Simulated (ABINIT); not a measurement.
# Quasiparticle gap of MgO (Periclase) in ABINIT

Wanted: ground state, empty states, screening and self-energy for MgO (Periclase).

Calculated with ABINIT 10.8.3; PBE and many-body steps on it, plane waves.

The database entry behind the starting cell differs from later determinations by our own check (about 0.1 % long), so it need not match the best structure at ambient conditions.

**1. The structure**

The structure is cubic, space group Fm-3m (No. 225). The conventional cell has a = 4.217 Å, b = 4.217 Å, c = 4.217 Å, α = 90.00°, β = 90.00°, γ = 90.00°. Mg has 6 O at 2.11 Å nearest. O has 6 Mg at 2.11 Å nearest. Farther neighbours and most contacts between anions are not listed.

The cell and positions come from the Crystallography Open Database and are kept as given unless a step says otherwise.

**2. Ground state**

This step: ABINIT 10.8.3; DFT, PBE, plane waves, norm-conserving pseudopotentials.

The ground-state density comes first.

run.abi

```
acell 3*1.0 Angstrom
rprim 
  -0.000000000000 2.108500000000 2.108500000000
  2.108500000000 0.000000000000 2.108500000000
  2.108500000000 2.108500000000 0.000000000000
ntypat 2
znucl 12 8
natom 2
typat 1 2
xred 
  0.000000000000 0.000000000000 0.000000000000
  0.500000000000 0.500000000000 0.500000000000
pp_dirpath "pseudos"
pseudos "Mg.upf, O.upf"
ecut 38
ngkpt 8 8 8
nshiftk 1
shiftk 0 0 0
kptopt 1
chksymbreak 0
nband 13
occopt 1
tolvrs 1e-10
nstep 60
prtwf 0
optforces 0
optstress 0
indata_prefix "in"
outdata_prefix "out"
tmpdata_prefix "tmp"
```

Run with:

```
$ OMP_NUM_THREADS=1 mpirun -n 8 abinit run.abi > log
```

Numbers of over 12 decimals in the logs are rounded to 6 here.

Log:

```text
.Version 10.8.3 of ABINIT. v10.8.2 released Aug 2026.

 Symmetries : space group Fm -3 m (#225); Bravais cF (face-center cubic)
================================================================================
 Values of the parameters that define the memory need of the present run
     intxc =       0    ionmov =       0      iscf =       7    lmnmax =       5
     lnmax =       5     mgfft =      32  mpssoang =       3    mqgrid =    3001
     natom =       2  nloc_mem =       1    nspden =       1   nspinor =       1
    nsppol =       1      nsym =      48    n1xccc =    2501    ntypat =       2
    occopt =       1   xclevel =       2
-    mband =          13        mffmem =           1         mkmem =           4
       mpw =        1427          nfft =       32768          nkpt =          29
================================================================================
  Rough estimation (10% accuracy) of disk space for files :
================================================================================

--------------------------------------------------------------------------------
------------- Echo of variables that govern the present computation ------------
--------------------------------------------------------------------------------
 -outvars: echo values of preprocessed input variables --------
            acell      1.8897261259E+00  1.8897261259E+00  1.8897261259E+00 Bohr

      chksymbreak           0
             ecut      3.80000000E+01 Hartree
-          fftalg         312

              ixc     -101130
              kpt      0.00000000E+00  0.00000000E+00  0.00000000E+00
                       1.25000000E-01  0.00000000E+00  0.00000000E+00
                       2.50000000E-01  0.00000000E+00  0.00000000E+00
                       3.75000000E-01  0.00000000E+00  0.00000000E+00
                       5.00000000E-01  0.00000000E+00  0.00000000E+00
                       1.25000000E-01  1.25000000E-01  0.00000000E+00
                       2.50000000E-01  1.25000000E-01  0.00000000E+00
                       3.75000000E-01  1.25000000E-01  0.00000000E+00
                       5.00000000E-01  1.25000000E-01  0.00000000E+00
   [... 18 further rows ...]
                      -3.75000000E-01  5.00000000E-01  1.25000000E-01
                      -2.50000000E-01  5.00000000E-01  2.50000000E-01
         kptrlatt        8    0    0      0    8    0      0    0    8
          kptrlen      4.50793305E+01
P           mkmem           4
            natom           2
            nband          13
            ngfft          32      32      32
             nkpt          29
            nstep          60
             nsym          48
           ntypat           2
              occ      2.000000  2.000000  2.000000  2.000000  2.000000  2.000000
                       2.000000  2.000000  0.000000  0.000000  0.000000  0.000000
                       0.000000
        optforces           0
        optstress           0
            prtwf           0
            rprim     -0.0000000000E+00  2.1085000000E+00  2.1085000000E+00
[...]
spgroup         225

           tolvrs      1.00000000E-10

             xred      0.0000000000E+00  0.0000000000E+00  0.0000000000E+00
[...]
znucl       12.00000    8.00000

================================================================================

 chkinp: Checking input parameters for consistency.

================================================================================
== DATASET  1 ==================================================================
-   mpi_nproc: 8, omp_nthreads: 1 (-1 if OMP is not activated)

--- !DatasetInfo
iteration_state: {dtset: 1, }
dimensions: {natom: 2, nkpt: 29, mband: 13, nsppol: 1, nspinor: 1, nspden: 1, mpw: 1427, }
cutoff_energies: {ecut:  38.0, pawecutdg:  -1.0, }
electrons: {nelect:   1.60000000E+01, charge:   0.00000000E+00, occopt:   1.00000000E+00, tsmear:   1.00000000E-02, }

 Real(R)+Recip(G) space primitive vectors, cartesian coordinates (Bohr,Bohr^-1):
 R(1)=  0.0000000  3.9844875  3.9844875  G(1)= -0.1254867  0.1254867  0.1254867
 R(2)=  3.9844875  0.0000000  3.9844875  G(2)=  0.1254867 -0.1254867  0.1254867
 R(3)=  3.9844875  3.9844875  0.0000000  G(3)=  0.1254867  0.1254867 -0.1254867
 Unit cell volume ucvol=  1.2651657E+02 bohr^3
 Angles (23,13,12)=  6.00000000E+01  6.00000000E+01  6.00000000E+01 degrees

 getcut: wavevector=  0.0000  0.0000  0.0000  ngfft=  32  32  32
         ecut(hartree)=     38.000   => boxcut(ratio)=   2.04647

--- Pseudopotential description ------------------------------------------------
- Mg Generated using ONCVPSP code by D. R. Hamann
- 12.00000  10.00000  171031                  znucl, zion, pspdat
12 -101130 1 -1 1510                          pspcod,pspxc,lmax,lloc,mmax
     nproj     2     2     0
  pspatm : epsatm=    9.22893308
         --- l  ekb(1:nproj) -->
[...]
pspatm: atomic psp has been read  and splines computed

- O Generated using ONCVPSP code by D. R. Hamann
-  8.00000   6.00000  171031                  znucl, zion, pspdat
12 -101130 2 -1 936                           pspcod,pspxc,lmax,lloc,mmax
     nproj     2     2     1
  pspatm : epsatm=    6.19545534
         --- l  ekb(1:nproj) -->
[...]
1   -4.717130   -1.149271
             2   -1.331955
 pspatm: atomic psp has been read  and splines computed

   2.46790215E+02                                ecore*ucvol(ha*bohr**3)
--------------------------------------------------------------------------------

_setup2: Arith. and geom. avg. npw (full set) are    1416.447    1416.434

================================================================================

--- !BeginCycle
iteration_state: {dtset: 1, }
solver: {iscf: 7, nstep: 60, nline: 4, wfoptalg: 0, }
tolerances: {tolvrs: 1.00E-10, }

     iter   Etot(hartree)      deltaE(h)  residm     vres2
 ETOT  1  -75.933399356280    -7.593E+01 1.121E-01 3.838E+02
 ETOT  2  -75.939874550780    -6.475E-03 1.119E-02 3.657E+02
 ETOT  3  -76.050010251231    -1.101E-01 3.866E-03 3.208E+00
 ETOT  4  -76.050821314389    -8.111E-04 4.415E-04 8.288E-03
 ETOT  5  -76.050821890708    -5.763E-07 5.080E-04 3.051E-04
 ETOT  6  -76.050821976688    -8.598E-08 6.678E-04 1.605E-05
 ETOT  7  -76.050821979871    -3.183E-09 2.731E-04 1.242E-07
 ETOT  8  -76.050821979876    -5.315E-12 3.905E-04 6.254E-09
 ETOT  9  -76.050821979879    -3.396E-12 9.903E-05 9.597E-11

 At SCF step    9       vres2   =  9.60E-11 < tolvrs=  1.00E-10 =>converged.

--- !ResultsGS
iteration_state: {dtset: 1, }
comment   : Summary of ground state results
lattice_vectors:
- [ -0.0000000,   3.9844875,   3.9844875, ]
- [  3.9844875,   0.0000000,   3.9844875, ]
- [  3.9844875,   3.9844875,   0.0000000, ]
lattice_lengths: [   5.63492,    5.63492,    5.63492, ]
lattice_angles: [ 60.000,  60.000,  60.000, ] # degrees, (23, 13, 12)
lattice_volume:   1.2651657E+02
convergence: {deltae: -3.396E-12, res2:  9.597E-11, residm:  9.903E-05, diffor:  0.000E+00, }
etotal    :  -7.60508220E+01
entropy   :   0.00000000E+00
fermie    :   1.72472836E-01
cartesian_stress_tensor: null
pressure_GPa: null
xred      :
- [  0.0000E+00,   0.0000E+00,   0.0000E+00, Mg]
- [  5.0000E-01,   5.0000E-01,   5.0000E-01,  O]
cartesian_forces: null
force_length_stats: {min: null, max: null, mean: null, }

 Integrated electronic density in atomic spheres:
 ------------------------------------------------
 Atom  Sphere_radius  Integrated_density
    1        2.00000          8.38663429
    2        2.00000          6.29705207
================================================================================

 ----iterations are completed or convergence reached----

 Mean square residual over all n,k,spin=   26.270E-08; max=  99.028E-06
 reduced coordinates (array xred) for    2 atoms
       0.000000000000      0.000000000000      0.000000000000
       0.500000000000      0.500000000000      0.500000000000
 rms dE/dt=  0.0000E+00; max dE/dt=  0.0000E+00; dE/dt below (all hartree)
    1       0.000000000000      0.000000000000      0.000000000000
    2       0.000000000000      0.000000000000      0.000000000000

 cartesian coordinates (angstrom) at end:
    1      0.000000     0.000000     0.000000
    2      2.108500     2.108500     2.108500
 length scales=  1.889726125908  1.889726125908  1.889726125908 bohr
              =  1.000000000000  1.000000000000  1.000000000000 angstroms
 prteigrs : about to open file out_EIG
 Fermi (or HOMO) energy (hartree) =   0.17247   Average Vxc (hartree)=  -0.41837
 Eigenvalues (hartree) for nkpt=  29  k points:
 kpt#   1, nband= 13, wtk=  0.00195, kpt=  0.0000  0.0000  0.0000 (reduced coord)
  -2.48723   -1.26531   -1.26531   -1.26531   -0.45853    0.17247    0.17247    0.17247
   0.34641    0.75821    0.75821    0.75821    0.89645
 prteigrs : prtvol=0 or 1, do not print more k-points.

--- !EnergyTerms
iteration_state     : {dtset: 1, }
comment             : Components of total free energy in Hartree
kinetic             :  4.53125594046268E+01
hartree             :  2.07862698222356E+01
xc                  : -1.22460646359516E+01
Ewald energy        : -4.73278672197954E+01
psp_core            :  1.95065525596835E+00
local_psp           : -6.38204822685426E+01
non_local_psp       : -2.07058923384206E+01
total_energy        : -7.60508219798794E+01
total_energy_eV     : -2.06944829121884E+03
band_energy         : -1.27938181591723E+01

== END DATASET(S) ==============================================================
================================================================================

 -outvars: echo values of variables after computation  --------
           etotal     -7.6050821980E+01
            nband          13
             nkpt          29
          spgroup         225
 [... the other variables as echoed above ...]

 Calculation completed.
```

Wall time 2.8 s (8 MPI ranks of Arm Neoverse V2, shared host); peak memory 0.07 GiB.

This step gave:

- total energy: -2069.4483 eV
- gap: 4.733 eV
- k of the valence top: 0, 0, 0
- k of the conduction bottom: 0, 0, 0
- least direct gap: 4.733 eV

The gap is direct, at Γ.

[end of part 1 of 3]

[Paths, hosts, dates, memory and timing lines, banners, echoed tables and standing remarks are left out of the program output.]

[Logs are printed without paths, hosts, clocks, repeated set-up lines and the standing remarks that a program may print on its own settings, such as how far it seeks lower states.]

[Runs of the session that timed out or met a known fault of the program may be left out.]

[Hosts, paths, dates, database ids (printed as entryN), source tags and the programs' standing remarks are cut or masked in the printed files.]

[G0W0 gaps are taken among the corrected bands and points alone; a level outside them can change the order at an edge.]

[Where Ansatz stands beside ABINIT at settings called matched, ABINIT's density can come from a denser mesh and the files from another edition; pairs whose starting gaps differed by over 0.03 eV were left out, so agreement reads better than it is.]
